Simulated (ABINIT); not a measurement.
**A GW chain in ABINIT: BAs (F-43m)**

Wanted: ground state, empty states, screening and self-energy for BAs (F-43m).

Main program and level: ABINIT 10.8.3; LDA and many-body steps on it, plane waves.

**What was measured.**

- Gap 1.82 eV: indirect gap from Tauc plot of optical absorption; UV-visible absorption, indirect Tauc plot; 300 K; bulk crystal (three thin as-grown single crystals with the same absorption edge) (“Photoluminescence mapping and time-domain thermo-photoluminescence for rapid imaging and measurement of thermal conductivity of boron arsenide”, 2019, arxiv:1910.07149).

- Gap 4.12 eV: direct gap from square of absorption coefficient, average of two samples; spectroscopic ellipsometry; 300 K; bulk crystal (CVT-grown opaque bulk crystals) (“Optical properties of cubic boron arsenide”, 2019, arxiv:1911.04914).

- Gap 2.02 eV: indirect gap from square root of absorption coefficient, average of three samples; transmission and reflection spectroscopy; 300 K; bulk crystal (CVT-grown platelets about 10 um thick) (“Optical properties of cubic boron arsenide”, 2019, arxiv:1911.04914).

- Gap 1.82 eV: indirect optical gap from absorption edge; UV-visible absorption; 300 K; bulk crystal (single crystal grown by chemical vapor transport) (“Basic Physical Properties of Cubic Boron Arsenide”, 2019, arxiv:1911.11281).

**1. The starting structure**

The structure is cubic, space group F-43m (No. 216). The conventional cell has a = 4.777 Å, b = 4.777 Å, c = 4.777 Å, α = 90.00°, β = 90.00°, γ = 90.00°. Nearest to B lie 4 As at 2.07 Å. Nearest to As lie 4 B at 2.07 Å. Farther neighbours, and contacts between anions beyond the nearest, are not listed.

Coordinates:

```cif
data_structure
_symmetry_space_group_name_H-M 'P 1'
_symmetry_Int_Tables_number 1
_cell_length_a 3.3778
_cell_length_b 3.3778
_cell_length_c 3.3778
_cell_angle_alpha 60.000
_cell_angle_beta 60.000
_cell_angle_gamma 60.000
_cell_volume 27.25
loop_
_atom_site_label
_atom_site_type_symbol
_atom_site_fract_x
_atom_site_fract_y
_atom_site_fract_z
_atom_site_occupancy
B1 B 0.00000 0.00000 0.00000 1
As2 As 0.25000 0.25000 0.25000 1
```

The cell and positions come from the Crystallography Open Database and are kept as given unless a step says otherwise.

**2. Ground state**

This step: ABINIT 10.8.3; DFT, LDA, plane waves, norm-conserving pseudopotentials.

The ground-state density comes first.

run.abi

```
acell 3*1.0 Angstrom
rprim 
  -0.000000000000 2.388500000000 2.388500000000
  2.388500000000 -0.000000000000 2.388500000000
  2.388500000000 2.388500000000 -0.000000000000
ntypat 2
znucl 5 33
natom 2
typat 1 2
xred 
  0.000000000000 0.000000000000 0.000000000000
  0.250000000000 0.250000000000 0.250000000000
pp_dirpath "pseudos"
pseudos "B.upf, As.upf"
ecut 44
ngkpt 8 8 8
nshiftk 1
shiftk 0 0 0
kptopt 1
chksymbreak 0
nband 18
occopt 1
tolvrs 1e-10
nstep 60
prtwf 0
optforces 0
optstress 0
indata_prefix "in"
outdata_prefix "out"
tmpdata_prefix "tmp"
```

Run with:

```bash
$ OMP_NUM_THREADS=1 mpirun -n 4 abinit run.abi > log
```

The log of the run:

```text
.Version 10.8.3 of ABINIT. v10.8.2 released Aug 2026.

 Symmetries : space group F-4 3 m (#216); Bravais cF (face-center cubic)
================================================================================
 Values of the parameters that define the memory need of the present run
     intxc =       0    ionmov =       0      iscf =       7    lmnmax =       6
     lnmax =       6     mgfft =      40  mpssoang =       3    mqgrid =    3001
     natom =       2  nloc_mem =       1    nspden =       1   nspinor =       1
    nsppol =       1      nsym =      24    n1xccc =    2501    ntypat =       2
    occopt =       1   xclevel =       1
-    mband =          18        mffmem =           1         mkmem =           8
       mpw =        2601          nfft =       64000          nkpt =          29
================================================================================
  Rough estimation (10% accuracy) of disk space for files :
================================================================================

--------------------------------------------------------------------------------
------------- Echo of variables that govern the present computation ------------
--------------------------------------------------------------------------------
 -outvars: echo values of preprocessed input variables --------
            acell      1.8897261259E+00  1.8897261259E+00  1.8897261259E+00 Bohr

      chksymbreak           0
             ecut      4.40000000E+01 Hartree
-          fftalg         312

              ixc       -1012
              kpt      0.00000000E+00  0.00000000E+00  0.00000000E+00
                       1.25000000E-01  0.00000000E+00  0.00000000E+00
                       2.50000000E-01  0.00000000E+00  0.00000000E+00
                       3.75000000E-01  0.00000000E+00  0.00000000E+00
                       5.00000000E-01  0.00000000E+00  0.00000000E+00
                       1.25000000E-01  1.25000000E-01  0.00000000E+00
                       2.50000000E-01  1.25000000E-01  0.00000000E+00
                       3.75000000E-01  1.25000000E-01  0.00000000E+00
                       5.00000000E-01  1.25000000E-01  0.00000000E+00
   [... 18 further rows ...]
                      -3.75000000E-01  5.00000000E-01  1.25000000E-01
                      -2.50000000E-01  5.00000000E-01  2.50000000E-01
         kptrlatt        8    0    0      0    8    0      0    0    8
          kptrlen      5.10656775E+01
P           mkmem           8
            natom           2
            nband          18
            ngfft          40      40      40
             nkpt          29
            nstep          60
             nsym          24
           ntypat           2
              occ      2.000000  2.000000  2.000000  2.000000  2.000000  2.000000
                       2.000000  2.000000  2.000000  2.000000  2.000000  2.000000
                       2.000000  0.000000  0.000000  0.000000  0.000000  0.000000
        optforces           0
        optstress           0
            prtwf           0
            rprim     -0.0000000000E+00  2.3885000000E+00  2.3885000000E+00
[...]
spgroup         216

           tolvrs      1.00000000E-10

             xred      0.0000000000E+00  0.0000000000E+00  0.0000000000E+00
[...]
znucl        5.00000   33.00000

================================================================================

 chkinp: Checking input parameters for consistency.

================================================================================
== DATASET  1 ==================================================================
-   mpi_nproc: 4, omp_nthreads: 1 (-1 if OMP is not activated)

--- !DatasetInfo
iteration_state: {dtset: 1, }
dimensions: {natom: 2, nkpt: 29, mband: 18, nsppol: 1, nspinor: 1, nspden: 1, mpw: 2601, }
cutoff_energies: {ecut:  44.0, pawecutdg:  -1.0, }
electrons: {nelect:   2.60000000E+01, charge:   0.00000000E+00, occopt:   1.00000000E+00, tsmear:   1.00000000E-02, }

 Real(R)+Recip(G) space primitive vectors, cartesian coordinates (Bohr,Bohr^-1):
 R(1)=  0.0000000  4.5136109  4.5136109  G(1)= -0.1107761  0.1107761  0.1107761
 R(2)=  4.5136109  0.0000000  4.5136109  G(2)=  0.1107761 -0.1107761  0.1107761
 R(3)=  4.5136109  4.5136109  0.0000000  G(3)=  0.1107761  0.1107761 -0.1107761
 Unit cell volume ucvol=  1.8390873E+02 bohr^3
 Angles (23,13,12)=  6.00000000E+01  6.00000000E+01  6.00000000E+01 degrees

 getcut: wavevector=  0.0000  0.0000  0.0000  ngfft=  40  40  40
         ecut(hartree)=     44.000   => boxcut(ratio)=   2.09860

--- Pseudopotential description ------------------------------------------------
- B Generated using ONCVPSP code by D. R. Hamann
-  5.00000   3.00000  180309                  znucl, zion, pspdat
12 -1012 1 -1 1498                            pspcod,pspxc,lmax,lloc,mmax
     nproj     2     2     0
  pspatm : epsatm=    3.19369156
         --- l  ekb(1:nproj) -->
[...]
pspatm: atomic psp has been read  and splines computed

- As Generated using ONCVPSP code by D. R. Hamann
- 33.00000  23.00000  180309                  znucl, zion, pspdat
12 -1012 2 -1 1326                            pspcod,pspxc,lmax,lloc,mmax
     nproj     2     2     2
  pspatm : epsatm=   24.70505022
         --- l  ekb(1:nproj) -->
[...]
2  -10.058836   -4.332574
 pspatm: atomic psp has been read  and splines computed

   7.25367286E+02                                ecore*ucvol(ha*bohr**3)
--------------------------------------------------------------------------------

_setup2: Arith. and geom. avg. npw (full set) are    2564.154    2564.133

================================================================================

--- !BeginCycle
iteration_state: {dtset: 1, }
solver: {iscf: 7, nstep: 60, nline: 4, wfoptalg: 0, }
tolerances: {tolvrs: 1.00E-10, }

     iter   Etot(hartree)      deltaE(h)  residm     vres2
 ETOT  1  -310.39078290113    -3.104E+02 1.456E+00 2.223E+02
 ETOT  2  -311.26520774852    -8.744E-01 1.832E-02 9.896E+01
 ETOT  3  -311.27731079672    -1.210E-02 2.657E-03 1.541E+00
 ETOT  4  -311.27742436277    -1.136E-04 1.834E-03 7.389E-02
 ETOT  5  -311.27745571621    -3.135E-05 5.148E-04 1.516E-02
 ETOT  6  -311.27745697790    -1.262E-06 8.442E-04 1.700E-03
 ETOT  7  -311.27745711881    -1.409E-07 2.333E-04 1.328E-05
 ETOT  8  -311.27745712001    -1.192E-09 7.202E-04 4.390E-09
 ETOT  9  -311.27745712001    -2.956E-12 1.782E-04 3.220E-10
 ETOT 10  -311.27745712000     1.313E-11 4.180E-04 2.736E-13

 At SCF step   10       vres2   =  2.74E-13 < tolvrs=  1.00E-10 =>converged.

--- !ResultsGS
iteration_state: {dtset: 1, }
comment   : Summary of ground state results
lattice_vectors:
- [ -0.0000000,   4.5136109,   4.5136109, ]
- [  4.5136109,  -0.0000000,   4.5136109, ]
- [  4.5136109,   4.5136109,  -0.0000000, ]
lattice_lengths: [   6.38321,    6.38321,    6.38321, ]
lattice_angles: [ 60.000,  60.000,  60.000, ] # degrees, (23, 13, 12)
lattice_volume:   1.8390873E+02
convergence: {deltae:  1.313E-11, res2:  2.736E-13, residm:  4.180E-04, diffor:  0.000E+00, }
etotal    :  -3.11277457E+02
entropy   :   0.00000000E+00
fermie    :   2.85306864E-01
cartesian_stress_tensor: null
pressure_GPa: null
xred      :
- [  0.0000E+00,   0.0000E+00,   0.0000E+00,  B]
- [  2.5000E-01,   2.5000E-01,   2.5000E-01, As]
cartesian_forces: null
force_length_stats: {min: null, max: null, mean: null, }

 Integrated electronic density in atomic spheres:
 ------------------------------------------------
 Atom  Sphere_radius  Integrated_density
    1        2.00000          2.54971885
    2        2.00000         20.50276107
================================================================================

 ----iterations are completed or convergence reached----

 Mean square residual over all n,k,spin=   11.321E-07; max=  41.805E-05
 reduced coordinates (array xred) for    2 atoms
       0.000000      0.000000      0.000000
       0.250000      0.250000      0.250000
 rms dE/dt=  0.0000E+00; max dE/dt=  0.0000E+00; dE/dt below (all hartree)
    1       0.000000      0.000000      0.000000
    2       0.000000      0.000000      0.000000

 cartesian coordinates (angstrom) at end:
    1      0.000000     0.000000     0.000000
    2      1.194250     1.194250     1.194250
 length scales=  1.889726  1.889726  1.889726 bohr
              =  1.000000  1.000000  1.000000 angstroms
 prteigrs : about to open file out_EIG
 Fermi (or HOMO) energy (hartree) =   0.28531   Average Vxc (hartree)=  -0.42392
 Eigenvalues (hartree) for nkpt=  29  k points:
 kpt#   1, nband= 18, wtk=  0.00195, kpt=  0.0000  0.0000  0.0000 (reduced coord)
  -6.49641   -4.43418   -4.43418   -4.43418   -1.03529   -1.03529   -1.03529   -1.03446
  -1.03446   -0.28054    0.28531    0.28531    0.28531    0.40509    0.40509    0.40509
   0.45588    0.62946
 prteigrs : prtvol=0 or 1, do not print more k-points.

--- !EnergyTerms
iteration_state     : {dtset: 1, }
comment             : Components of total free energy in Hartree
kinetic             :  1.380832E+02
hartree             :  1.244049E+02
xc                  : -3.221788E+01
Ewald energy        : -1.427528E+02
psp_core            :  3.944170E+00
local_psp           : -3.265454E+02
non_local_psp       : -7.619353E+01
total_energy        : -3.112775E+02
total_energy_eV     : -8.470291E+03
band_energy         : -4.959156E+01

== END DATASET(S) ==============================================================
================================================================================

 -outvars: echo values of variables after computation  --------
           etotal     -3.1127745712E+02
            nband          18
             nkpt          29
          spgroup         216
 [... the other variables as echoed above ...]

 Calculation completed.
```

Elapsed: 12 s, on 4 MPI ranks of Intel Xeon Platinum 8488C (Sapphire Rapids), shared host; peak memory 0.34 GiB.

Read from the output:

* total energy: -8470.2911 eV
* gap: 1.151 eV
* k of the valence top: 0, 0, 0
* k of the conduction bottom: 0.375, 0.375, 0
* least direct gap: 3.259 eV

The gap is indirect, with the least direct gap 2.11 eV higher.

(Continued in part 2 of 3.)

[Long decimals in the printed logs are rounded to 6 places.]

[Logs are printed without paths, hosts, clocks, repeated set-up lines and the standing remarks that a program may print on its own settings, such as how far it seeks lower states.]

[Paths, hosts, dates, memory and timing lines, banners, echoed tables and standing remarks are left out of the program output; an Ansatz launch command may be rebuilt from the run's recorded settings. Measured values are a selection of at most five: reports struck by readers or far from the other reports are left out. None is set beside runs whose start may be inverted or whose files or cutoffs have a known fault.]

[Runs of the session that timed out or met a known fault of the program may be left out.]

[Hosts, paths, dates, database ids (printed as entryN), source tags and the programs' standing remarks are cut or masked in the printed files.]

[G0W0 gaps are taken among the corrected bands and points alone; a level outside them can change the order at an edge.]

[Where Ansatz stands beside ABINIT at settings called matched, ABINIT's density can come from a denser mesh and the files from another edition; pairs whose starting gaps differed by over 0.03 eV were left out, so agreement reads better than it is.]
